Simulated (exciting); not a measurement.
Two BSE runs for the K K edge of KLuS2, space group R-3m. Run A: exciting, all-electron LAPW+lo, LDA, exchange and screened direct term (singlet BSE), 3×3×3 shifted k points, 44 conduction bands, |G+q| up to 3 bohr⁻¹, full RPA screening with nempty = 74, Lorentzian half width 0.45 eV. Run B has a fault in its input.

Energy from the Kohn–Sham onset, core level to the lowest empty state found on the meshes used; one zero for both, scaled to A's maximum:

```
E (eV)     A     B
  -5.0  0.02  0.02
  -4.5  0.02  0.02
  -4.0  0.02  0.03
  -3.5  0.02  0.03
  -3.0  0.03  0.04
  -2.5  0.04  0.05
  -2.0  0.04  0.07
  -1.5  0.06  0.10
  -1.0  0.08  0.16
  -0.5  0.14  0.29
   0.0  0.26  0.62
   0.5  0.46  1.06
   1.0  0.74  1.22
   1.5  0.90  1.29
   2.0  1.00  1.21
   2.5  0.92  0.94
   3.0  0.86  0.79
   3.5  0.70  0.63
   4.0  0.56  0.51
   4.5  0.47  0.46
   5.0  0.48  0.51
   5.5  0.54  0.61
   6.0  0.59  0.62
   6.5  0.61  0.66
   7.0  0.72  0.76
   7.5  0.85  0.80
   8.0  0.88  0.76
   8.5  0.83  0.66
   9.0  0.69  0.50
   9.5  0.50  0.38
  10.0  0.45  0.37
  10.5  0.45  0.36
  11.0  0.39  0.31
  11.5  0.35  0.29
  12.0  0.35  0.31
  12.5  0.37  0.32
  13.0  0.36  0.31
  13.5  0.34  0.30
  14.0  0.39  0.36
  14.5  0.43  0.39
  15.0  0.48  0.41
  15.5  0.44  0.37
  16.0  0.42  0.35
  16.5  0.39  0.32
  17.0  0.33  0.27
  17.5  0.31  0.26
  18.0  0.30  0.26
  18.5  0.31  0.27
  19.0  0.32  0.28
  19.5  0.39  0.35
  20.0  0.45  0.39
  20.5  0.46  0.36
  21.0  0.39  0.30
```

Question: What most likely went wrong in run B?

Far too few empty states in the screening (empty states in the screening from 74 to 8). Against run A the r.m.s. difference is 29 %. The highest maximum lies at 1.7 eV (1.32), against 2.0 eV (1.00). The first bright state moves from 0.11 to 0.03 eV. Too few states underscreen, so the attraction is too strong. Other settings could leave a like mark; this is the change that was made.

[Banner, clock and machine lines of the logs are left out without a mark of their own.]

[Logs are printed without paths, hosts, clocks, repeated set-up lines and the standing remarks that a program may print on its own settings, such as how far it seeks lower states.]

[Hosts, paths, dates, database ids (printed as entryN), source tags and the programs' standing remarks are cut or masked in the printed files.]
